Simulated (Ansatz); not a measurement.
# Decaying states in the gap of SrMgH3I, part 2 of 3

A new crystal, SrMgH3I: structure, gap and complex bands. It is built by putting Mg for part of the Sr in the Sr2H3I structure of space group P-3m1, with the volume rescaled by atomic radii. The parent structure comes from the Materials Project.

Ansatz 0.2.0; r2SCAN DFT, plane waves, PAW files (the session's first sound run).

So far, gap on path (eV): step 3 (band edges) 0.659.

The structure was built from a prototype and need not be the compound's stable phase.

## (4) Decaying states in the gap, plane (001), k-mesh 8×8×4

This step: r2SCAN DFT, plane waves, PAW files; complex bands by layer matching along the plane's normal (Ansatz 0.2.0).

The same crystal is laid in a cell whose first two vectors span the (001) plane (indices of the standard conventional cell, whose axes can be ordered otherwise than in the bulk input). At fixed energy and wavevector in the plane the solver finds all kz, real and complex. A few wavevectors are listed, (0, 0), (0.3333, -0.3333) and (0.5, 0) in units of the plane's reciprocal vectors; the slowest state needn't be among them.

Input file input.yaml:

```yaml
crystal:
  lattice:
    - [4.000072921, 0.0, 0.0]
    - [2.000036461, 3.464164767, 0.0]
    - [0.0, 0.0, 7.268406552]
  atoms:
    - { symbol: Mg, position: [0.3333333333, 0.3333333333, 0.657618816] }
    - { symbol: Sr, position: [0.6666666667, 0.6666666667, 0.3236735085] }
    - { symbol: H, position: [0.0, 0.0, 0.4830282832] }
    - { symbol: H, position: [0.3333333333, 0.3333333333, 0.401897748] }
    - { symbol: H, position: [0.6666666667, 0.6666666667, 0.6536275306] }
    - { symbol: I, position: [0.0, 0.0, 0.9801541137] }
kpoints:
  mp_grid: { grid: [8, 8, 4] }
scf:
  occupations: { method: fixed }
hamiltonian:
  xc: r2scan
output:
  eigenvalues: true
  transmission:
    leads: [[0, 0]]
    kpoints: [[0.0, 0.0], [0.3333, -0.3333], [0.5, 0.0]]
    e_range: [-1.0, 1.66]
    de: 0.05
```

The run is started by

```sh
$ ansatz run input.yaml --threads 2 --pin off --max-ram 4096MiB --backend cpu --events-out ev --progress --plain --runs-dir out
```

Numbers of over 12 decimals in the logs are rounded to 6 here.

Output:

```text
[...]
Crystal: 6 atoms, lattice volume = 100.718 Å³
Basis set: ecut = 500 eV, 2601 PW (Γ), exchange–correlation on 120×120×216 points (64 copies of the dense FFT grid, shifted against one another)
Bands: 26, of which v1, the nominal top of the filled ones, is band 20 counted from 1 (19 counted from 0)
Symmetry: 6 space group operations
[...]
k-points: 35 of 256 (time reversal used)
[...]
SCF iter   1: F=—  HF=-13060.815154 eV  |F-HF|=—  |Δ(HF+E_count)|=         —  Δρ=5.55e-3  dr2=2.74e-2  dr2_τ=1.27e-2  ethr=1.77e-3  ⟨swp⟩=6.2  Hψ=3941  notcnv=0  defer=123
[...]
SCF iter   8: F=-13060.907486 eV  HF=-13060.907486 eV  |F-HF|=5.22e-10  |Δ(HF+E_count)|=   2.73e-8  Δρ=3.07e-6  dr2=1.10e-8  dr2_τ=1.21e-10  ethr=2.50e-10  ⟨swp⟩=2.3  Hψ=1762  notcnv=0
SCF 1 converged in 8 iterations: F = -13060.907486 eV  dr2 = 1.10e-8
[...]
transmission: 11 of 33 steps passed
transmission: 22 of 33 steps passed
transmission: 33 of 33 steps passed
SCF converged after 8 iterations
Free energy (F): -13060.907486 eV
[...]
Internal energy: -13060.907486 eV  (E = F + TS)
E sigma→0 (E₀):  -13060.907486 eV
Fermi energy:    7.466705 eV
[...]
--- Band table (eV; the first three rows and the last of 35) ---
  k-point 0: bands = [... 16 lower, 4.9038, 5.1776, 5.1776, 7.4447, 10.7916, 10.9226, 10.9226, 11.6172, ... 2 higher]
  k-point 1: bands = [... 16 lower, 4.6096, 5.1781, 5.1781, 7.4559, 10.6907, 10.8668, 10.8668, 11.5483, ... 2 higher]
  k-point 2: bands = [... 16 lower, 4.1623, 5.1785, 5.1785, 7.4667, 10.7530, 10.8182, 10.8182, 11.2549, ... 2 higher]
  k-point 34: bands = [... 16 lower, 2.9798, 3.0775, 3.9367, 4.5808, 9.2923, 10.1163, 10.3201, 12.8385, ... 2 higher]
--- Transmission ---
  basis      : 151 plane waves across, 11 finite elements along
  points     : 3, as listed
  energies   : 54 from -1.000000 to 1.650000 eV about the Fermi level, 0.050000 eV apart; the leads are filled to 0.374408 eV, and channels, transmission and decay are at 0.350000 eV
  crystal 0  : I1Sr1H3Mg1, at the sites [0, 0], period 7.2684 Å: whole cells are its period
    offset         : up to 0.0000 Å between an atom of the period and one for which it stands
    channels       : 0.000000e0 a spin
    conductance    : none, the energies end too early or step too widely for 300 K: set another output.transmission.e_range or a lower de, or, where they end at an eighth of basis.ecutwfc, a higher one
    slowest decay  : 0.1861 /Å at (0.3333, -0.3333)
```

It took 31 s on 2 threads of Arm Neoverse V2, shared host; peak memory 0.59 GiB.

This step gave:

* level to which the leads are filled: 0.3744 eV from the Fermi level
* decay constant at the filling level, zone centre: 0.5285 Å⁻¹
* decay constant at the filling level, slowest listed point: 0.1861 Å⁻¹

K parallel (0, 0); values up to 1.5 1/Å, a degenerate pair printed once or twice; energies at which all values exceed this have no row. The Im kz of the slowest decaying states by energy, zero at the highest filled level on the SCF mesh:

```csv
energy (eV),decay 1 (Å⁻¹),decay 2 (Å⁻¹),decay 3 (Å⁻¹),decay 4 (Å⁻¹)
-1.00,0.445,0.670,0.888,0.959
-0.90,0.461,0.652,0.865,0.955
-0.80,0.478,0.632,0.841,0.950
-0.70,0.498,0.609,0.813,0.944
-0.60,0.526,0.579,0.782,0.938
-0.45,0.552,0.722,0.929,-
-0.35,0.562,0.654,0.922,-
-0.25,0.499,0.608,0.915,-
-0.15,0.427,0.599,0.908,-
-0.05,0.260,0.586,0.900,-
0.00,0.0363,0.578,0.897,-
0.05,0.342,0.569,0.893,-
0.15,0.493,0.552,0.885,-
0.25,0.538,0.570,0.876,-
0.40,0.524,0.633,0.863,-
0.50,0.517,0.658,0.854,-
0.60,0.510,0.677,0.845,-
0.70,0.504,0.691,0.835,-
0.80,0.497,0.702,0.825,-
0.90,0.490,0.710,0.815,-
1.00,0.483,0.716,0.805,-
1.10,0.476,0.720,0.794,-
1.25,0.464,0.724,0.777,-
1.35,0.456,0.726,0.766,-
1.45,0.448,0.726,0.754,-
1.55,0.439,0.726,0.742,-
1.65,0.430,0.725,0.729,-
```

K parallel (0.3333, -0.3333); values up to 1.5 1/Å, a degenerate pair printed once or twice; energies at which all values exceed this have no row. The Im kz of the slowest decaying states by energy, zero at the highest filled level on the SCF mesh:

```csv
energy (eV),decay 1 (Å⁻¹),decay 2 (Å⁻¹),decay 3 (Å⁻¹),decay 4 (Å⁻¹)
-1.00,0.391,0.399,0.400,1.26
-0.90,0.391,0.393,0.400,1.26
-0.80,0.380,0.395,0.400,1.25
-0.70,0.369,0.397,0.400,1.25
-0.60,0.357,0.399,0.400,1.24
-0.45,0.338,0.398,0.400,1.23
-0.35,0.324,0.397,0.401,1.23
-0.25,0.309,0.395,0.401,1.22
-0.15,0.294,0.393,0.401,1.22
-0.05,0.276,0.390,0.401,1.21
0.00,0.267,0.389,0.401,1.21
0.05,0.257,0.387,0.400,1.21
0.15,0.236,0.384,0.400,1.20
0.25,0.213,0.380,0.399,1.19
0.40,0.171,0.374,0.396,1.18
0.50,0.134,0.370,0.395,1.17
0.60,0.0822,0.365,0.393,1.16
0.70,0.359,0.390,1.15,1.17
0.80,0.354,0.388,1.14,1.17
0.90,0.348,0.385,1.12,1.16
1.00,0.341,0.382,1.11,1.15
1.10,0.334,0.378,1.10,1.15
1.25,0.323,0.373,1.08,1.14
1.35,0.315,0.369,1.07,1.13
1.45,0.306,0.364,1.06,1.12
1.55,0.297,0.360,1.05,1.12
1.65,0.287,0.355,1.04,1.11
```

K parallel (0.5, 0); values up to 1.5 1/Å, a degenerate pair printed once or twice; energies at which all values exceed this have no row. Table of Im kz of the slowest decaying states by energy, zero at the highest filled level on the SCF mesh:

```csv
energy (eV),decay 1 (Å⁻¹),decay 2 (Å⁻¹),decay 3 (Å⁻¹),decay 4 (Å⁻¹)
-1.00,0.369,0.461,0.595,0.687
-0.90,0.370,0.456,0.590,0.684
-0.80,0.371,0.451,0.585,0.681
-0.70,0.372,0.446,0.580,0.677
-0.60,0.371,0.441,0.574,0.673
-0.45,0.370,0.432,0.565,0.666
-0.35,0.368,0.426,0.559,0.661
-0.25,0.365,0.419,0.552,0.655
-0.15,0.362,0.412,0.546,0.650
-0.05,0.359,0.404,0.539,0.644
0.00,0.357,0.401,0.535,0.640
0.05,0.355,0.397,0.531,0.637
0.15,0.350,0.388,0.524,0.631
0.25,0.345,0.379,0.516,0.623
0.40,0.336,0.365,0.504,0.612
0.50,0.329,0.354,0.495,0.604
0.60,0.321,0.343,0.487,0.596
0.70,0.312,0.331,0.478,0.588
0.80,0.303,0.318,0.469,0.579
0.90,0.292,0.304,0.459,0.569
1.00,0.280,0.288,0.450,0.559
1.10,0.267,0.271,0.440,0.549
1.25,0.240,0.243,0.424,0.533
1.35,0.214,0.223,0.414,0.522
1.45,0.181,0.197,0.403,0.510
1.55,0.133,0.163,0.392,0.498
1.65,0.103,0.380,0.485,1.48
```

At +0.35 eV, the grid energy nearest the filling level (the middle of the gap on the SCF mesh), the slowest state at the listed wavevectors decays with κ = 0.186 Å⁻¹, its amplitude falling by e over 5.4 Å. Through 1 nm of this crystal that state's transmission falls by exp(−2 × 0.186 Å⁻¹ × 10 Å) = 0.024.

## (5) Decay over the two-dimensional zone

The listed points could miss the slowest state, so one energy near mid-gap is solved on a mesh of 10×10.

Edit input.yaml of step 4 so:

```diff
@@ -20,6 +20,2 @@
   eigenvalues: true
-  transmission:
-    leads: [[0, 0]]
-    kpoints: [[0.0, 0.0], [0.3333, -0.3333], [0.5, 0.0]]
-    e_range: [-1.0, 1.66]
-    de: 0.05
+  transmission: { leads: [[0, 0]], kmesh: [10, 10], e_range: [0.33, 0.34], de: 0.05 }
```

Output:

```text
[...]
Crystal: 6 atoms, lattice volume = 100.718 Å³
Basis set: ecut = 500 eV, 2601 PW (Γ), exchange–correlation on 120×120×216 points (64 copies of the dense FFT grid, shifted against one another)
Bands: 26, of which v1, the nominal top of the filled ones, is band 20 counted from 1 (19 counted from 0)
Symmetry: 6 space group operations
[...]
k-points: 35 of 256 (time reversal used)
[...]
SCF iter   1: F=—  HF=-13060.815154 eV  |F-HF|=—  |Δ(HF+E_count)|=         —  Δρ=5.55e-3  dr2=2.74e-2  dr2_τ=1.27e-2  ethr=1.77e-3  ⟨swp⟩=6.2  Hψ=3941  notcnv=0  defer=123
[...]
SCF iter   8: F=-13060.907486 eV  HF=-13060.907486 eV  |F-HF|=5.22e-10  |Δ(HF+E_count)|=   2.73e-8  Δρ=3.07e-6  dr2=1.10e-8  dr2_τ=1.21e-10  ethr=2.50e-10  ⟨swp⟩=2.3  Hψ=1762  notcnv=0
SCF 1 converged in 8 iterations: F = -13060.907486 eV  dr2 = 1.10e-8
[...]
transmission: 33 of 154 steps passed
transmission: 66 of 154 steps passed
[...]
transmission: 154 of 154 steps passed
SCF converged after 8 iterations
Free energy (F): -13060.907486 eV
[...]
Internal energy: -13060.907486 eV  (E = F + TS)
E sigma→0 (E₀):  -13060.907486 eV
Fermi energy:    7.466705 eV
[...]
--- Band table (eV; the first three rows and the last of 35) ---
  k-point 0: bands = [... 16 lower, 4.9038, 5.1776, 5.1776, 7.4447, 10.7916, 10.9226, 10.9226, 11.6172, ... 2 higher]
  k-point 1: bands = [... 16 lower, 4.6096, 5.1781, 5.1781, 7.4559, 10.6907, 10.8668, 10.8668, 11.5483, ... 2 higher]
  k-point 2: bands = [... 16 lower, 4.1623, 5.1785, 5.1785, 7.4667, 10.7530, 10.8182, 10.8182, 11.2549, ... 2 higher]
  k-point 34: bands = [... 16 lower, 2.9798, 3.0775, 3.9367, 4.5808, 9.2923, 10.1163, 10.3201, 12.8385, ... 2 higher]
--- Transmission ---
  basis      : 151 plane waves across, 11 finite elements along
  points     : 14, standing for a mesh of 10 x 10
  energies   : 1 from 0.330000 to 0.330000 eV about the Fermi level; the leads are filled to 0.374408 eV, and channels, transmission and decay are at 0.330000 eV
[...]
channels       : 0.000000e0 a spin
    conductance    : none, crystal 0 has no channel at the energies, or these end too early or step too widely for 300 K: set another output.transmission.e_range or a lower de, or, where they end at an eighth of basis.ecutwfc, a higher one
    slowest decay  : 0.2068 /Å at (-0.4000, 0.3000)
```

The job ended after 20 s (2 threads; peak memory 0.65 GiB).

Numbers from this step:

```
least decay constant on the mesh : 0.2068 Å⁻¹
```

Slowest decay constant (1/Å; 0 where a channel is open) over k1 and k2. At 0.3300 eV from the Fermi level.

Values, 10 rows by 10 columns:
```
0.343 0.254 0.207 0.254 0.343 0.340 0.329 0.314 0.329 0.340
0.286 0.207 0.207 0.286 0.329 0.369 0.367 0.367 0.369 0.329
0.286 0.254 0.286 0.314 0.367 0.438 0.445 0.438 0.367 0.314
0.343 0.343 0.329 0.367 0.445 0.489 0.489 0.445 0.367 0.329
0.340 0.340 0.369 0.438 0.489 0.530 0.489 0.438 0.369 0.340
0.343 0.329 0.367 0.445 0.489 0.489 0.445 0.367 0.329 0.343
0.286 0.314 0.367 0.438 0.445 0.438 0.367 0.314 0.286 0.254
0.286 0.329 0.369 0.367 0.367 0.369 0.329 0.286 0.207 0.207
0.343 0.340 0.329 0.314 0.329 0.340 0.343 0.254 0.207 0.254
0.340 0.343 0.286 0.286 0.343 0.340 0.343 0.286 0.286 0.343
```
Columns: k1 (b1) from -0.5 to 0.4; rows upwards: k2 (b2) from -0.5 to 0.4.

The least value on the mesh is 0.207 Å⁻¹ at +0.33 eV. At that energy the listed points give about 0.192 Å⁻¹ by interpolation, so the mesh holds no clearly slower state.

## (6) Complex bands, plane (101), k-mesh 8×8×8

The same for the (101) plane, at (0, 0) and (-0.3333, 0.3333), to see how the decay depends on direction.

Input file input.yaml:

```yaml
crystal:
  lattice:
    - [8.29640387, 0.0, 0.0]
    - [0.964308369, 3.882099013, 0.0]
    - [1.928616739, 1.58175008, 3.127153264]
  atoms:
    - { symbol: Mg, position: [0.342381184, 0.6666666667, 0.3242854827] }
    - { symbol: Sr, position: [0.6763264915, 0.3333333333, 0.6570068418] }
    - { symbol: H, position: [0.5169717168, 0.0, 0.4830282832] }
    - { symbol: H, position: [0.598102252, 0.6666666667, 0.0685644147] }
    - { symbol: H, position: [0.3463724694, 0.3333333333, 0.9869608639] }
    - { symbol: I, position: [0.0198458863, 0.0, 0.9801541137] }
kpoints:
  mp_grid: { grid: [8, 8, 8] }
scf:
  occupations: { method: fixed }
hamiltonian:
  xc: r2scan
output:
  eigenvalues: true
  transmission:
    leads: [[0, 0]]
    kpoints: [[0.0, 0.0], [-0.3333, 0.3333]]
    e_range: [-1.0, 1.66]
    de: 0.07
```

Output:

```text
[...]
Crystal: 6 atoms, lattice volume = 100.718 Å³
Basis set: ecut = 500 eV, 2601 PW (Γ), exchange–correlation on 256×120×120 points (64 copies of the dense FFT grid, shifted against one another)
Bands: 26, of which v1, the nominal top of the filled ones, is band 20 counted from 1 (19 counted from 0)
Symmetry: 6 space group operations
[...]
k-points: 65 of 512 (time reversal used)
[...]
SCF iter   1: F=—  HF=-13060.815159 eV  |F-HF|=—  |Δ(HF+E_count)|=         —  Δρ=5.55e-3  dr2=2.73e-2  dr2_τ=1.27e-2  ethr=1.77e-3  ⟨swp⟩=6.3  Hψ=7289  notcnv=0  defer=226
[...]
SCF iter   8: F=-13060.907494 eV  HF=-13060.907494 eV  |F-HF|=3.15e-10  |Δ(HF+E_count)|=   2.79e-8  Δρ=2.96e-6  dr2=1.02e-8  dr2_τ=1.16e-10  ethr=2.50e-10  ⟨swp⟩=2.3  Hψ=3272  notcnv=0
SCF 1 converged in 8 iterations: F = -13060.907494 eV  dr2 = 1.02e-8
[...]
transmission: 7 of 14 steps passed
transmission: 14 of 14 steps passed
SCF converged after 8 iterations
Free energy (F): -13060.907494 eV
[...]
Internal energy: -13060.907494 eV  (E = F + TS)
E sigma→0 (E₀):  -13060.907494 eV
Fermi energy:    7.466699 eV
[...]
--- Band table (eV; the first three rows and the last of 65) ---
  k-point 0: bands = [... 16 lower, 4.9038, 5.1776, 5.1776, 7.4447, 10.7916, 10.9226, 10.9226, 11.6172, ... 2 higher]
  k-point 1: bands = [... 16 lower, 4.4761, 4.8211, 5.0446, 6.9157, 10.4159, 11.0204, 11.5172, 11.7408, ... 2 higher]
  k-point 2: bands = [... 16 lower, 3.4597, 4.4954, 4.7469, 5.7788, 9.7599, 10.7680, 11.0771, 12.0130, ... 2 higher]
  k-point 64: bands = [... 16 lower, 4.1623, 5.1785, 5.1785, 7.4667, 10.7530, 10.8182, 10.8182, 11.2549, ... 2 higher]
--- Transmission ---
  basis      : 343 plane waves across, 7 finite elements along
  points     : 2, as listed
[...]
crystal 0  : H3Sr1I1Mg1, at the sites [0, 0], period 3.1272 Å: whole cells are its period
[...]
channels       : 0.000000e0 a spin
[...]
slowest decay  : 0.2216 /Å at (-0.3333, 0.3333)
```

Wall time 88 s (2 threads); peak memory 1 GiB; 2.6 min of CPU time.

Numbers from this step:

| Quantity | Value |
| --- | --- |
| decay constant at the filling level, zone centre | 0.2431 Å⁻¹ |
| decay constant at the filling level, slowest listed point | 0.2216 Å⁻¹ |

K parallel (0, 0); values up to 1.5 1/Å, a degenerate pair printed once or twice; energies at which all values exceed this have no row. The Im kz of the slowest decaying states by energy, zero at the highest filled level on the SCF mesh:

```csv
energy (eV),decay 1 (Å⁻¹),decay 2 (Å⁻¹),decay 3 (Å⁻¹),decay 4 (Å⁻¹)
-1.00,0.267,0.541,0.579,0.583
-0.86,0.274,0.548,0.581,0.593
-0.79,0.277,0.551,0.574,0.599
-0.65,0.282,0.554,0.561,0.611
-0.58,0.284,0.554,0.554,0.616
-0.44,0.287,0.542,0.554,0.626
-0.37,0.288,0.535,0.553,0.631
-0.23,0.289,0.523,0.550,0.640
-0.16,0.288,0.516,0.548,0.644
-0.02,0.0164,0.287,0.503,0.543
0.05,0.0899,0.285,0.497,0.540
0.19,0.155,0.279,0.483,0.534
0.26,0.180,0.274,0.476,0.530
0.40,0.243,0.461,0.522,0.678
0.47,0.250,0.454,0.518,0.684
0.61,0.260,0.437,0.509,0.711
0.68,0.265,0.429,0.505,0.713
0.82,0.272,0.411,0.495,0.705
0.89,0.275,0.401,0.489,0.701
1.03,0.280,0.380,0.478,0.692
1.10,0.282,0.368,0.472,0.687
1.24,0.285,0.342,0.460,0.677
1.31,0.286,0.327,0.453,0.672
1.45,0.287,0.291,0.439,0.661
1.52,0.267,0.287,0.432,0.656
1.66,0.190,0.286,0.418,0.644
```

K parallel (-0.3333, 0.3333); values up to 1.5 1/Å, a degenerate pair printed once or twice; energies at which all values exceed this have no row. Im kz of the slowest decaying states against energy, zero at the highest filled level on the SCF mesh:

```csv
energy (eV),decay 1 (Å⁻¹),decay 2 (Å⁻¹),decay 3 (Å⁻¹),decay 4 (Å⁻¹)
-1.00,0.331,0.354,0.354,0.428
-0.86,0.342,0.356,0.356,0.422
-0.79,0.346,0.357,0.418,0.418
-0.65,0.353,0.358,0.358,0.410
-0.58,0.356,0.358,0.358,0.406
-0.44,0.357,0.357,0.360,0.396
-0.37,0.357,0.357,0.361,0.391
-0.23,0.355,0.355,0.363,0.380
-0.16,0.354,0.354,0.363,0.374
-0.02,0.351,0.351,0.360,0.360
0.05,0.350,0.350,0.352,0.352
0.19,0.335,0.335,0.345,0.345
0.26,0.294,0.343,0.343,0.356
0.40,0.222,0.338,0.338,0.352
0.47,0.187,0.335,0.335,0.349
0.61,0.0931,0.328,0.328,0.341
0.68,0.324,0.324,0.337,0.397
0.82,0.316,0.316,0.327,0.400
0.89,0.312,0.312,0.321,0.400
1.03,0.301,0.301,0.308,0.400
1.10,0.296,0.296,0.300,0.400
1.24,0.281,0.283,0.283,0.398
1.31,0.270,0.275,0.275,0.396
1.45,0.243,0.258,0.258,0.393
1.52,0.226,0.248,0.248,0.390
1.66,0.176,0.223,0.224,0.385
```

At the listed wavevectors the last open channel is at -0.09 eV and the next at +0.68 eV on the grid. At +0.40 eV, the grid energy nearest the filling level (the middle of the gap on the SCF mesh), the slowest state at the listed wavevectors decays with κ = 0.222 Å⁻¹, its amplitude falling by e over 4.5 Å; the first such run, plane (001), gave 0.186 Å⁻¹.

## (7) Band edges at another level, cutoff 420 eV

This step: PBE DFT, plane waves, PAW files (Ansatz 0.2.0).

The edges again with PBE, at the same atoms. Against that run the cutoff is 420 eV against 500.

Input file input.yaml:

```yaml
crystal:
  lattice:
    - [4.0000729212, 0.0, 0.0]
    - [-2.0000364606, 3.4641647668, 0.0]
    - [0.0, 0.0, 7.268406552]
  atoms:
    - { symbol: Mg, position: [0.6666666667, 0.3333333333, 0.657618816] }
    - { symbol: Sr, position: [0.3333333333, 0.6666666667, 0.3236735085] }
    - { symbol: H, position: [0.0, 0.0, 0.4830282832] }
    - { symbol: H, position: [0.6666666667, 0.3333333333, 0.401897748] }
    - { symbol: H, position: [0.3333333333, 0.6666666667, 0.6536275306] }
    - { symbol: I, position: [0.0, 0.0, -0.0198458863] }
kpoints:
  mp_grid: { grid: [8, 8, 4] }
  band_path: { path: [VBM, CBM], npoints: 30 }
scf:
  occupations: { method: fixed }
hamiltonian:
  xc: pbe
output:
  eigenvalues: true
```

Output:

```text
[...]
Crystal: 6 atoms, lattice volume = 100.718 Å³
Basis set: ecut = 420 eV, 1957 PW (Γ)
Bands: 26, of which v1, the nominal top of the filled ones, is band 20 counted from 1 (19 counted from 0)
Symmetry: 6 space group operations
[...]
k-points: 35 of 256 (time reversal used)
[...]
SCF iter   1: F=—  HF=-13031.389370 eV  |F-HF|=—  |Δ(HF+E_count)|=         —  Δρ=1.86e-3  dr2=5.67e-3  ethr=1.77e-3  ⟨swp⟩=6.2  Hψ=3898  notcnv=0  defer=124
[...]
SCF iter   7: F=-13031.388744 eV  HF=-13031.388744 eV  |F-HF|=1.64e-9  |Δ(HF+E_count)|=   5.87e-8  Δρ=3.33e-6  dr2=1.24e-8  ethr=2.50e-10  ⟨swp⟩=13.4  Hψ=4956  notcnv=0
SCF 1 converged in 7 iterations: F = -13031.388744 eV  dr2 = 1.24e-8
[...]
SCF converged after 7 iterations
Free energy (F): -13031.388744 eV
[...]
Internal energy: -13031.388744 eV  (E = F + TS)
E sigma→0 (E₀):  -13031.388744 eV
Fermi energy:    7.618291 eV
[...]
--- Band table (eV; the first three rows and the last of 35) ---
  k-point 0: bands = [... 16 lower, 5.1587, 5.4393, 5.4393, 7.5859, 10.3732, 10.6141, 10.6141, 11.1938, ... 2 higher]
  k-point 1: bands = [... 16 lower, 4.8518, 5.4400, 5.4400, 7.6021, 10.2352, 10.5589, 10.5589, 11.1424, ... 2 higher]
  k-point 2: bands = [... 16 lower, 4.3780, 5.4407, 5.4407, 7.6183, 10.2326, 10.5109, 10.5109, 10.9093, ... 2 higher]
  k-point 34: bands = [... 16 lower, 3.2479, 3.3673, 4.1872, 4.8240, 8.9036, 9.8456, 9.9692, 12.4145, ... 2 higher]
```

The job ended after 14 s (2 threads; peak memory 0.35 GiB; 26 s of CPU time).

Numbers from this step:

| Quantity | Value |
| --- | --- |
| free energy | -13031.3887 eV |
| Fermi energy | 7.618 eV |
| gap on the k-mesh | 0.2857 eV |
| gap on path | 0.1996 eV, by band count; negative where bands overlap |
| direct gap on path | 2.614 eV |
| edge places on path | 0, 1.132 1/A along the path |

The electronic bands at the labelled points (eV, zero at the Fermi level (highest filled level under fixed occupations); v1 is the highest filled band, c1 the lowest empty one):

```csv
point,v4,v3,v2,v1,c1,c2,c3,c4
VBM,-3.24,-2.18,-2.18,0.00,2.61,2.89,2.89,3.29
halfway,-4.02,-3.15,-2.79,-1.87,1.53,2.59,3.70,4.34
CBM,-4.19,-4.18,-3.17,-3.02,0.20,3.35,4.15,4.25
```

The searched edges give 0.200 eV, under the 0.286 eV of the mesh, which misses an edge.

For the gap on path, step 3 gave 0.659 eV; this run, with PBE and cutoff 420 eV, gives 0.200 eV.

[end of part 2 of 3]

[Logs are printed without paths, hosts, clocks, repeated set-up lines and the standing remarks that a program may print on its own settings, such as how far it seeks lower states.]

[Hosts, paths, dates, database ids (printed as entryN), source tags and the programs' standing remarks are cut or masked in the printed files.]

[New means built here by substitution; the compound itself may be known and measured.]
